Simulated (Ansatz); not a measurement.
**Current against voltage: S, between Pt atomic chains**

Is the junction ohmic, and where does the voltage drop?

Program: Ansatz 0.2.0. Level of theory: DFT PBE, plane waves, PAW; relaxation of a junction, electrodes held but for their tips, in the first sound run; inputs show where later runs differ. Results are calculated unless marked as measured.

## Step 1: Set-up

The cell holds 35 atoms: 34 Pt and 1 S. Its edges and angles: a = 6.000 Å, b = 6.000 Å, c = 94.787 Å, α = 90.0°, β = 90.0°, γ = 90.0°. Electrodes: Pt atomic chain; the apex atoms were set 4.627 Å apart. Regions: lower lead, 17 atoms (17 Pt); bridge, 1 atom (1 S); upper lead, 17 atoms (17 Pt). Vacuum lies along a, b and c.

## Step 2: Relaxing the junction

The bridge and the electrodes' tips relax, while 30 atoms stay at the lead's spacing, so that the ends still repeat as a lead. The cutoff is set under the files' recommended one to save time.

File input.yaml:

```yaml
crystal:
  lattice:
    - [6.0, 0.0, 0.0]
    - [0.0, 6.0, 0.0]
    - [0.0, 0.0, 94.7872]
  atoms:
    - { symbol: Pt, position: [0.5, 0.5, 0.0], spin: 0.6 }
    - { symbol: Pt, position: [0.5, 0.5, 0.025108875], spin: 0.6 }
    - { symbol: Pt, position: [0.5, 0.5, 0.050217751], spin: 0.6 }
    - { symbol: Pt, position: [0.5, 0.5, 0.075326626], spin: 0.6 }
    - { symbol: Pt, position: [0.5, 0.5, 0.100435502], spin: 0.6 }
    - { symbol: Pt, position: [0.5, 0.5, 0.125544377], spin: 0.6 }
    - { symbol: Pt, position: [0.5, 0.5, 0.150653253], spin: 0.6 }
    - { symbol: Pt, position: [0.5, 0.5, 0.175762128], spin: 0.6 }
    - { symbol: Pt, position: [0.5, 0.5, 0.200871004], spin: 0.6 }
    - { symbol: Pt, position: [0.5, 0.5, 0.225979879], spin: 0.6 }
    - { symbol: Pt, position: [0.5, 0.5, 0.251088755], spin: 0.6 }
    - { symbol: Pt, position: [0.5, 0.5, 0.27619763], spin: 0.6 }
    - { symbol: Pt, position: [0.5, 0.5, 0.301306506], spin: 0.6 }
    - { symbol: Pt, position: [0.5, 0.5, 0.326415381], spin: 0.6 }
    - { symbol: Pt, position: [0.5, 0.5, 0.351524256], spin: 0.6 }
    - { symbol: Pt, position: [0.5, 0.5, 0.376633132], spin: 0.6 }
    - { symbol: Pt, position: [0.5, 0.5, 0.401742007], spin: 0.6 }
    - { symbol: S, position: [0.5, 0.5, 0.426150366], spin: 0.4 }
    - { symbol: Pt, position: [0.5, 0.5, 0.450558725], spin: 0.6 }
    - { symbol: Pt, position: [0.5, 0.5, 0.475667601], spin: 0.6 }
    - { symbol: Pt, position: [0.5, 0.5, 0.500776476], spin: 0.6 }
    - { symbol: Pt, position: [0.5, 0.5, 0.525885352], spin: 0.6 }
    - { symbol: Pt, position: [0.5, 0.5, 0.550994227], spin: 0.6 }
    - { symbol: Pt, position: [0.5, 0.5, 0.576103103], spin: 0.6 }
    - { symbol: Pt, position: [0.5, 0.5, 0.601211978], spin: 0.6 }
    - { symbol: Pt, position: [0.5, 0.5, 0.626320853], spin: 0.6 }
    - { symbol: Pt, position: [0.5, 0.5, 0.651429729], spin: 0.6 }
    - { symbol: Pt, position: [0.5, 0.5, 0.676538604], spin: 0.6 }
    - { symbol: Pt, position: [0.5, 0.5, 0.70164748], spin: 0.6 }
    - { symbol: Pt, position: [0.5, 0.5, 0.726756355], spin: 0.6 }
    - { symbol: Pt, position: [0.5, 0.5, 0.751865231], spin: 0.6 }
    - { symbol: Pt, position: [0.5, 0.5, 0.776974106], spin: 0.6 }
    - { symbol: Pt, position: [0.5, 0.5, 0.802082982], spin: 0.6 }
    - { symbol: Pt, position: [0.5, 0.5, 0.827191857], spin: 0.6 }
    - { symbol: Pt, position: [0.5, 0.5, 0.852300733], spin: 0.6 }
magnetization:
  spin_polarized: true
kpoints:
  mp_grid: { grid: [1, 1, 1] }
scf:
  occupations: { method: fermi_dirac, width: 0.1 }
hamiltonian:
  xc: pbe
relax:
  constraints:
    - { sites: [0, 1, 2, 3, 4, 5, 6, 7, 8, 9, 10, 11, 12, 13, 14, 20, 21, 22, 23, 24, 25, 26, 27, 28, 29, 30, 31, 32, 33, 34] }
  f_tol: 0.07
  max_steps: 30
basis:
  ecutwfc: "340 eV"
```

Started as:

```bash
ansatz run input.yaml --threads 4 --pin off --max-ram 16384MiB --backend cpu --events-out ev --progress --plain --runs-dir out
```

Numbers of over 12 decimals in the logs are rounded to 6 here.

The program printed:

```text
Warning: basis.ecutwfc = 340 eV is below the records' recommended 420 eV, and the density's cutoff is lower with it unless basis.ecutrho_ratio is high enough to keep the records' density cutoff: compare with a run at a higher cutoff
Engine: ansatz 0.2.0, x86_64-unknown-linux-gnu
Pseudopotentials: kind: paw
Pseudopotential: Pt, paw, valence charge 18, recommended cutoff 420 eV (normal), Pt.paw.azcp
Pseudopotential: S, paw, valence charge 6, recommended cutoff 420 eV (normal), S.paw.azcp
Functional definition: PBE
  parameter kappa = 0.804
  parameter beta = 0.066725
  exchange = pbe_x(kappa = kappa, mu = beta*pi^2/3)
  correlation = pbe_c(beta = beta)
Crystal: 35 atoms, lattice volume = 3412.339 Å³
Basis set: ecut = 340 eV, 48329 PW (Γ), exchange–correlation on 80×80×1152 points (8 copies of the dense FFT grid, shifted against one another)
Bands: 384, of which v1, the nominal top of the filled ones, is band 309 counted from 1 (308 counted from 0)
Symmetry: 16 space group operations
Space group: P4/mmm (ITA 123), of the structure as read, at distance tolerance 1.5e-4 Å
Magnetic group: BNS 123.339 (UNI 999), of the structure as read, at distance tolerance 1.5e-4 Å
k-points: 1
Non-local potential: Pt, projectors of the file, l = 0: 3, l = 1: 2, l = 2: 2, l = 3: 1
Non-local potential: S, projectors of the file, l = 0: 2, l = 1: 2, l = 2: 2
PAW form: soft (Blöchl's): semilocal exchange-correlation on the pseudo side does not see the compensation charge
PAW one-centre angular grid: Pt, 590 points (default); XC on 64 Gauss nodes
PAW one-centre angular grid: S, 110 points (default); XC on 64 Gauss nodes
Initial density: superposition of atomic densities (neutral atoms: chi_scale 0, normalization atom)
Starting moments: Σ|m| = 20.8 μB on 35 of 35 sites
Initial wavefunctions: pseudopotential atomic-orbital guess
Functional: x = pbe(κ = 0.804, μ = 0.219515), c = pbe(β = 0.066725)
SCF iter   1: F=—  HF=-426592.112616 eV  |F-HF|=—  |Δ(HF+E_count)|=         —  Δρ=1.64e-2 (↑1.64e-2 ↓1.50e-2)  dr2=2.71e1  dr2_m=3.38e-1  M=16.053 μB ∫|m|=16.127 μB  β_m=0.30  ethr=3.10e-3  ⟨swp⟩=6.5  Hψ=2963  notcnv=0  defer=3
Mixer restart at iter 1: flushing history
preconditioner: auto → none  [metal: Δε(μ)=0.028 eV  Ē_g=5.384 eV  σ=0.100 eV  W_gap=0.07  n_scr=444 (ndim 8)  ℏωp=11.8 eV  f_vac=0.633  D(μ)=79.89/eV (n_scr^D=446)  sad-step TF]
SCF iter   2: F=—  HF=-426594.060513 eV  |F-HF|=—  |Δ(HF+E_count)|=    1.95e0  Δρ=1.11e-2 (↑1.11e-2 ↓1.03e-2)  dr2=1.25e1  dr2_m=2.68e-1  M=14.869 μB ∫|m|=14.931 μB  β_m=0.55  ethr=3.10e-3  ⟨swp⟩=2.0  Hψ=928  notcnv=0  defer=46
SCF iter   3: F=—  HF=-426772.081048 eV  |F-HF|=—  |Δ(HF+E_count)|=    1.78e2  Δρ=4.43e-2 (↑3.82e-2 ↓4.43e-2)  dr2=7.98e4  dr2_m=1.24e0  M=11.474 μB ∫|m|=11.868 μB  β_m=0.28  ethr=2.02e-3  ⟨swp⟩=34.0  Hψ=9545  notcnv=0  defer=67  recentre
SCF iter   4: F=—  HF=-426601.708592 eV  |F-HF|=—  |Δ(HF+E_count)|=    1.70e2  Δρ=9.89e-3 (↑8.38e-3 ↓9.89e-3)  dr2=1.74e3  dr2_m=2.79e-1  M=11.377 μB ∫|m|=11.493 μB  β_m=0.15  ethr=2.02e-3  ⟨swp⟩=17.0  Hψ=8045  notcnv=0  defer=16
SCF iter   5: F=—  HF=-426600.434461 eV  |F-HF|=—  |Δ(HF+E_count)|=    1.27e0  Δρ=9.26e-3 (↑7.21e-3 ↓9.26e-3)  dr2=4.22e2  dr2_m=2.41e-1  M=11.727 μB ∫|m|=11.805 μB  β_m=0.09  ethr=2.02e-3  ⟨swp⟩=3.5  Hψ=925  notcnv=0  defer=80
SCF iter   6: F=—  HF=-426598.307038 eV  |F-HF|=—  |Δ(HF+E_count)|=    2.13e0  Δρ=6.01e-3 (↑4.97e-3 ↓6.01e-3)  dr2=8.30e1  dr2_m=1.80e-1  M=11.578 μB ∫|m|=11.633 μB  β_m=0.06  ethr=2.02e-3  ⟨swp⟩=4.0  Hψ=917  notcnv=0  defer=76
SCF iter   7: F=—  HF=-426598.269247 eV  |F-HF|=—  |Δ(HF+E_count)|=         —  Δρ=6.00e-3 (↑6.00e-3 ↓5.82e-3)  dr2=1.68e0  dr2_m=9.58e-1  M=4.909 μB ∫|m|=5.216 μB  β_m=1.00  ethr=2.02e-3  ⟨swp⟩=2.5  Hψ=777  notcnv=0  defer=77  κ⁻¹=2.1e-6(r=5)
SCF iter   8: F=—  HF=-426599.447421 eV  |F-HF|=—  |Δ(HF+E_count)|=    1.18e0  Δρ=4.96e-3 (↑4.52e-3 ↓4.96e-3)  dr2=3.91e1  dr2_m=4.73e-2  M=2.222 μB ∫|m|=2.828 μB  β_m=0.06  ethr=8.09e-6  ⟨swp⟩=4.0  Hψ=1982  notcnv=0  defer=80
SCF iter   9: F=—  HF=-426598.574909 eV  |F-HF|=—  |Δ(HF+E_count)|=   8.73e-1  Δρ=2.47e-3 (↑2.03e-3 ↓2.47e-3)  dr2=7.74e0  dr2_m=3.73e-2  M=2.337 μB ∫|m|=2.999 μB  β_m=0.05  ethr=8.09e-6  ⟨swp⟩=4.5  Hψ=1742  notcnv=0  defer=80
SCF iter  10: F=—  HF=-426598.476863 eV  |F-HF|=—  |Δ(HF+E_count)|=   9.80e-2  Δρ=1.47e-3 (↑1.20e-3 ↓1.47e-3)  dr2=8.47e-1  dr2_m=2.90e-2  M=2.246 μB ∫|m|=2.965 μB  β_m=0.07  ethr=8.09e-6  ⟨swp⟩=2.0  Hψ=1234  notcnv=0  defer=78
SCF iter  11: F=—  HF=-426598.436658 eV  |F-HF|=—  |Δ(HF+E_count)|=   4.02e-2  Δρ=1.28e-3 (↑9.58e-4 ↓1.28e-3)  dr2=4.91e-1  dr2_m=2.46e-2  M=2.161 μB ∫|m|=2.904 μB  β_m=0.09  ethr=8.09e-6  ⟨swp⟩=2.0  Hψ=1105  notcnv=0  defer=78
SCF iter  12: F=—  HF=-426598.398578 eV  |F-HF|=—  |Δ(HF+E_count)|=   3.81e-2  Δρ=1.02e-3 (↑8.90e-4 ↓1.02e-3)  dr2=2.12e-1  dr2_m=1.94e-2  M=1.995 μB ∫|m|=2.760 μB  β_m=0.09  ethr=8.09e-6  ⟨swp⟩=2.0  Hψ=1239  notcnv=0  defer=78
SCF iter  13: F=—  HF=-426598.393194 eV  |F-HF|=—  |Δ(HF+E_count)|=   5.38e-3  Δρ=7.78e-4 (↑7.38e-4 ↓7.78e-4)  dr2=1.32e0  dr2_m=1.23e-2  M=1.931 μB ∫|m|=2.743 μB  β_m=0.03  ethr=8.09e-6  ⟨swp⟩=2.0  Hψ=1072  notcnv=0  defer=79  recentre
SCF iter  14: F=—  HF=-426598.386654 eV  |F-HF|=—  |Δ(HF+E_count)|=   6.54e-3  Δρ=8.80e-4 (↑7.51e-4 ↓8.80e-4)  dr2=2.16e-1  dr2_m=1.61e-2  M=1.928 μB ∫|m|=2.706 μB  β_m=0.04  ethr=8.09e-6  ⟨swp⟩=1.5  Hψ=772  notcnv=0  defer=80
SCF iter  15: F=—  HF=-426598.382242 eV  |F-HF|=—  |Δ(HF+E_count)|=   4.41e-3  Δρ=6.45e-4 (↑6.45e-4 ↓5.59e-4)  dr2=3.93e-1  dr2_m=8.94e-3  M=1.771 μB ∫|m|=2.595 μB  β_m=0.05  ethr=8.09e-6  ⟨swp⟩=2.0  Hψ=1118  notcnv=0  defer=80
SCF iter  16: F=—  HF=-426598.382059 eV  |F-HF|=—  |Δ(HF+E_count)|=   1.84e-4  Δρ=5.59e-4 (↑5.59e-4 ↓4.34e-4)  dr2=1.08e-1  dr2_m=6.22e-3  M=1.653 μB ∫|m|=2.493 μB  β_m=0.06  ethr=8.09e-6  ⟨swp⟩=2.0  Hψ=828  notcnv=0  defer=76
SCF iter  17: F=—  HF=-426598.383715 eV  |F-HF|=—  |Δ(HF+E_count)|=   1.66e-3  Δρ=4.68e-4 (↑4.68e-4 ↓4.67e-4)  dr2=2.69e-1  dr2_m=5.17e-3  M=1.550 μB ∫|m|=2.404 μB  β_m=0.04  ethr=8.09e-6  ⟨swp⟩=1.0  Hψ=768  notcnv=0  defer=76  recentre
SCF iter  18: F=—  HF=-426598.382185 eV  |F-HF|=—  |Δ(HF+E_count)|=   1.53e-3  Δρ=4.68e-4 (↑4.68e-4 ↓3.61e-4)  dr2=5.25e-2  dr2_m=4.53e-3  M=1.573 μB ∫|m|=2.433 μB  β_m=0.07  ethr=8.09e-6  ⟨swp⟩=1.0  Hψ=768  notcnv=0  defer=77
SCF iter  19: F=—  HF=-426598.382794 eV  |F-HF|=—  |Δ(HF+E_count)|=   6.09e-4  Δρ=3.27e-4 (↑3.27e-4 ↓2.76e-4)  dr2=2.93e-3  dr2_m=2.62e-3  M=1.429 μB ∫|m|=2.312 μB  β_m=0.11  ethr=8.09e-6  ⟨swp⟩=1.0  Hψ=768  notcnv=0  defer=77
[...]
SCF iter  49: F=—  HF=-426598.790284 eV  |F-HF|=—  |Δ(HF+E_count)|=   8.21e-9  Δρ=1.09e-6 (↑8.51e-7 ↓1.09e-6)  dr2=6.97e-6  dr2_m=1.05e-9  M=0.254 μB ∫|m|=0.470 μB  ethr=4.94e-9  ⟨swp⟩=1.0  Hψ=1544  notcnv=0
SCF iter  50: F=—  HF=-426598.790284 eV  |F-HF|=—  |Δ(HF+E_count)|=  1.16e-10  Δρ=1.09e-6 (↑8.51e-7 ↓1.09e-6)  dr2=6.97e-6  dr2_m=1.05e-9  M=0.254 μB ∫|m|=0.470 μB  ethr=1.13e-9  ⟨swp⟩=1.0  Hψ=1544  notcnv=0
SCF iter  51: F=—  HF=-426598.790285 eV  |F-HF|=—  |Δ(HF+E_count)|=   2.02e-8  Δρ=7.79e-7 (↑5.66e-7 ↓7.79e-7)  dr2=3.82e-6  dr2_m=8.65e-10  M=0.251 μB ∫|m|=0.464 μB  ethr=1.13e-9  ⟨swp⟩=1.0  Hψ=1544  notcnv=0
SCF iter  52: F=—  HF=-426598.790285 eV  |F-HF|=—  |Δ(HF+E_count)|=   3.99e-8  Δρ=8.08e-7 (↑6.07e-7 ↓8.08e-7)  dr2=6.29e-6  dr2_m=5.69e-10  M=0.247 μB ∫|m|=0.455 μB  ethr=6.17e-10  ⟨swp⟩=1.0  Hψ=1544  notcnv=0
SCF iter  53: F=—  HF=-426598.790285 eV  |F-HF|=—  |Δ(HF+E_count)|=  2.91e-10  Δρ=8.08e-7 (↑6.07e-7 ↓8.08e-7)  dr2=6.29e-6  dr2_m=5.69e-10  M=0.247 μB ∫|m|=0.455 μB  ethr=6.17e-10  ⟨swp⟩=1.0  Hψ=1544  notcnv=0
SCF iter  54: F=—  HF=-426598.790285 eV  |F-HF|=—  |Δ(HF+E_count)|=   3.67e-9  Δρ=1.85e-7 (↑1.72e-7 ↓1.85e-7)  dr2=1.21e-7  dr2_m=3.76e-10  M=0.245 μB ∫|m|=0.452 μB  ethr=6.17e-10  ⟨swp⟩=1.0  Hψ=1544  notcnv=0
SCF iter  55: F=—  HF=-426598.790285 eV  |F-HF|=—  |Δ(HF+E_count)|=  4.07e-10  Δρ=1.90e-7 (↑1.74e-7 ↓1.90e-7)  dr2=1.21e-7  dr2_m=4.13e-10  M=0.245 μB ∫|m|=0.452 μB  ethr=1.95e-11  ⟨swp⟩=1.0  Hψ=1893  notcnv=0
SCF iter  56: F=—  HF=-426598.790285 eV  |F-HF|=—  |Δ(HF+E_count)|=   2.13e-8  Δρ=4.53e-7 (↑3.34e-7 ↓4.53e-7)  dr2=1.34e-6  dr2_m=3.71e-10  M=0.242 μB ∫|m|=0.446 μB  ethr=1.95e-11  ⟨swp⟩=1.0  Hψ=2130  notcnv=0
SCF iter  57: F=—  HF=-426598.790285 eV  |F-HF|=—  |Δ(HF+E_count)|=   7.57e-9  Δρ=1.92e-7 (↑1.21e-7 ↓1.92e-7)  dr2=2.52e-7  dr2_m=1.73e-10  M=0.240 μB ∫|m|=0.443 μB  ethr=1.95e-11  ⟨swp⟩=1.0  Hψ=1544  notcnv=0
SCF iter  58: F=—  HF=-426598.790285 eV  |F-HF|=—  |Δ(HF+E_count)|=   1.14e-8  Δρ=2.29e-7 (↑1.66e-7 ↓2.29e-7)  dr2=6.51e-7  dr2_m=1.25e-10  M=0.237 μB ∫|m|=0.438 μB  ethr=1.95e-11  ⟨swp⟩=1.0  Hψ=1544  notcnv=0
SCF iter  59: F=—  HF=-426598.790285 eV  |F-HF|=—  |Δ(HF+E_count)|=  2.33e-10  Δρ=2.29e-7 (↑1.67e-7 ↓2.29e-7)  dr2=6.51e-7  dr2_m=1.25e-10  M=0.237 μB ∫|m|=0.438 μB  ethr=1.95e-11  ⟨swp⟩=1.0  Hψ=1544  notcnv=0
SCF iter  60: F=—  HF=-426598.790285 eV  |F-HF|=—  |Δ(HF+E_count)|=   2.97e-9  Δρ=1.64e-7 (↑1.64e-7 ↓1.60e-7)  dr2=4.85e-8  dr2_m=1.16e-10  M=0.236 μB ∫|m|=0.437 μB  ethr=1.62e-11  ⟨swp⟩=1.0  Hψ=1544  notcnv=0
SCF iter  61: F=-426598.790285 eV  HF=-426598.790285 eV  |F-HF|=4.63e-8  |Δ(HF+E_count)|=    0.00e0  Δρ=1.66e-7 (↑1.66e-7 ↓1.62e-7)  dr2=4.84e-8  dr2_m=1.42e-10  M=0.236 μB ∫|m|=0.437 μB  ethr=7.85e-12  ⟨swp⟩=1.0  Hψ=1865  notcnv=0
SCF iter  62: F=-426598.790285 eV  HF=-426598.790285 eV  |F-HF|=4.71e-8  |Δ(HF+E_count)|=  5.82e-11  Δρ=1.66e-7 (↑1.66e-7 ↓1.62e-7)  dr2=4.84e-8  dr2_m=1.42e-10  M=0.236 μB ∫|m|=0.437 μB  ethr=7.84e-12  ⟨swp⟩=1.0  Hψ=1865  notcnv=0
SCF 1 converged in 62 iterations: F = -426598.790285 eV  dr2 = 4.84e-8
iteration 62: the least curvature of the free energy that was read at this close is 0.003 (0.286 in the run's own bands): near zero (its residual is 0.014), and the free energy falls along no way that was tried (none was if the reading's last walks met no value under 0.05)
WARN: a single-point calculation of the run's input, under the relaxation's own `scf.mixing.negative_modes` where the relaxation goes by `scf.lower_state_search: light` itself or types `scf.max_iter`, was made at the relaxed geometry, from the atoms, in 62 SCF iterations in all. It converged -0.0 meV from the relaxation's final energy, with moments (0.0600, 0.0400, 0.0100, -0.0100, -0.0100, 0.0100, 0.0100, 0.0000, -0 [...]
SCF converged after 10 iterations
Magnetization: 0.2134 μB (309.1067 up, 308.8933 down)
Absolute magnetization: 0.3946 μB (∫|ρ↑−ρ↓|, with the PAW one-centre terms)
Spin contamination: 0.0053 ħ² per cell (⟨S²⟩ above its minimum at these occupations)
Per-site moments (μB) at R_I (Å): [(0.050667, 0.981750), (0.036854, 0.981750), (0.00635322, 0.981750), (-0.012848, 0.981750), (-0.00873349, 0.981750), (0.00512384, 0.981750), (0.0078526, 0.981750), (0.000670941, 0.981750), (-0.00499582, 0.981750), (-0.00264243, 0.981750), (0.00185776, 0.981750), (0.00204755, 0.981750), (-0.000539029, 0.981750), (-0.00219629, 0.981750), (-0.00125463, 0.981750), (0.000326985, 1.019973) [...]
Free energy (F): -426598.790285 eV
Harris-Foulkes:  -426598.790285 eV  (|F-HF|=8.22e-8)
Internal energy: -426596.711868 eV  (E = F + TS)
E sigma→0 (E₀):  -426597.751076 eV
Entropy (-TS):   -2.078416 eV (-59.383 meV/atom)
Fermi energy:    -1.725617 eV
--- Per-component energies (eV) ---
  E_band       = -18862.081638
  E_kinetic    = 21724.798568
  E_local      = -356950.162260  (includes V_loc(G=0)·N_el)
  E_nonlocal   = 6879.879267
  E_hartree    = 164800.142907
  E_xc         = -8887.227032
  E_vxc        = -10223.509693  (∫ρ·V_xc dr)
  E_paw        = -322071.736716  (= ΣΔE_a)
  E_vpaw       = -9893.470245  (= ΣTr[D̂ρ^β])
  E_aug_tail   = 0.019292  (compensation charges beyond the density's cutoff)
  E_ewald      = 67907.574106
  E_smearing   = -2.078416  (= −TS)
  E_closure    = -0.000000  (closes the sum)
  Σ components = -426598.790285   (vs F -426598.790285, Δ=0.00e0)
--- Forces (eV/Å), atoms counted from 1 ---
  atom   1  Pt    -0.00000000     0.00000000     0.80287836
  atom   2  Pt    -0.00000000     0.00000000     0.08671405
  atom   3  Pt     0.00000000     0.00000000    -0.33240061
  atom   4  Pt    -0.00000000    -0.00000000    -0.26873749
  atom   5  Pt     0.00000000     0.00000000    -0.04705063
[...]
atom  24  Pt    -0.00000000     0.00000000    -0.09905969
  atom  25  Pt     0.00000000     0.00000000    -0.00344267
  atom  26  Pt    -0.00000000     0.00000000     0.05725274
  atom  27  Pt     0.00000000    -0.00000000     0.03067028
  atom  28  Pt     0.00000000     0.00000000     0.01525752
  atom  29  Pt    -0.00000000     0.00000000    -0.03283460
  atom  30  Pt     0.00000000     0.00000000    -0.15485102
  atom  31  Pt     0.00000000    -0.00000000     0.04705063
  atom  32  Pt    -0.00000000     0.00000000     0.26873749
  atom  33  Pt     0.00000000     0.00000000     0.33240061
  atom  34  Pt    -0.00000000     0.00000000    -0.08671405
  atom  35  Pt    -0.00000000     0.00000000    -0.80287836
  max |Σ_I F_I| component: 1.11e-16 eV/Å
--- Band table (eV) ---
  k-point 0 ↑: bands = [... 305 lower, -1.8446, -1.8184, -1.8054, -1.8054, -1.7283, -1.6518, -1.6264, -1.5819, ... 71 higher]
  k-point 0 ↓: bands = [... 305 lower, -1.8354, -1.8115, -1.7947, -1.7947, -1.7240, -1.6448, -1.6200, -1.5722, ... 71 higher]
--- Relaxed structure (5 steps of the walk, 5 accepted, 0 SCFs on fresh bases) ---
  F+E_penalty+E_count = -426598.79028453 eV   max|allowed force component| = 1.942e-2 eV/Å
  atoms:
    - { symbol: Pt, position: [0.5, 0.5, -2.1428570678795804e-10] }
    - { symbol: Pt, position: [0.5, 0.5, 0.025109] }
    - { symbol: Pt, position: [0.5, 0.5, 0.050218] }
    - { symbol: Pt, position: [0.5, 0.5, 0.075327] }
    - { symbol: Pt, position: [0.5, 0.5, 0.100436] }
    - { symbol: Pt, position: [0.5, 0.5, 0.125544] }
[...]
- { symbol: S, position: [0.5, 0.5, 0.426150] }
[...]
- { symbol: Pt, position: [0.5, 0.5, 0.576103] }
    - { symbol: Pt, position: [0.5, 0.5, 0.601212] }
    - { symbol: Pt, position: [0.5, 0.5, 0.626321] }
    - { symbol: Pt, position: [0.5, 0.5, 0.651430] }
    - { symbol: Pt, position: [0.5, 0.5, 0.676539] }
    - { symbol: Pt, position: [0.5, 0.5, 0.701647] }
    - { symbol: Pt, position: [0.5, 0.5, 0.726756] }
    - { symbol: Pt, position: [0.5, 0.5, 0.751865] }
    - { symbol: Pt, position: [0.5, 0.5, 0.776974] }
    - { symbol: Pt, position: [0.5, 0.5, 0.802083] }
    - { symbol: Pt, position: [0.5, 0.5, 0.827192] }
    - { symbol: Pt, position: [0.5, 0.5, 0.852301] }
```

Elapsed: 31 min, on 4 threads of Intel Xeon Platinum 8488C (Sapphire Rapids), shared host; peak memory 5.7 GiB.

The steps of the relaxation:

```csv
step,energy less that of the first step (eV),largest force component (eV/Å)
1,0.0000,1.8853
2,-0.3249,0.9894
3,-0.3940,0.4416
4,-0.4056,0.0187
5,-0.4057,0.0194
5,-0.4057,0.0194
```

The run keeps the 16 symmetry operations that it works with, so distortions that break them were not tested.

The atoms that moved most (Å):

```csv
atom,dx,dy,dz,length
Pt17,0.000,0.000,0.186,0.186
Pt19,0.000,0.000,-0.186,0.186
Pt20,0.000,0.000,-0.094,0.094
Pt16,0.000,0.000,0.094,0.094
```

This step gave:

- energy at zero smearing: -426597.7511 eV
- total moment: 0.2134 μB
- absolute moment: 0.3946 μB

The largest force component on a free atom ends at 0.019 eV/Å, under the limit of 0.07. The apex atoms end 4.25 Å apart, and their nearest bridge atoms lie at 2.13 Å (Pt–S) and 2.13 Å (Pt–S).

[end of part 1 of 2]

[Logs are printed without paths, hosts, clocks, repeated set-up lines and the standing remarks that a program may print on its own settings, such as how far it seeks lower states.]

[Hosts, paths, dates, database ids (printed as entryN), source tags and the programs' standing remarks are cut or masked in the printed files.]
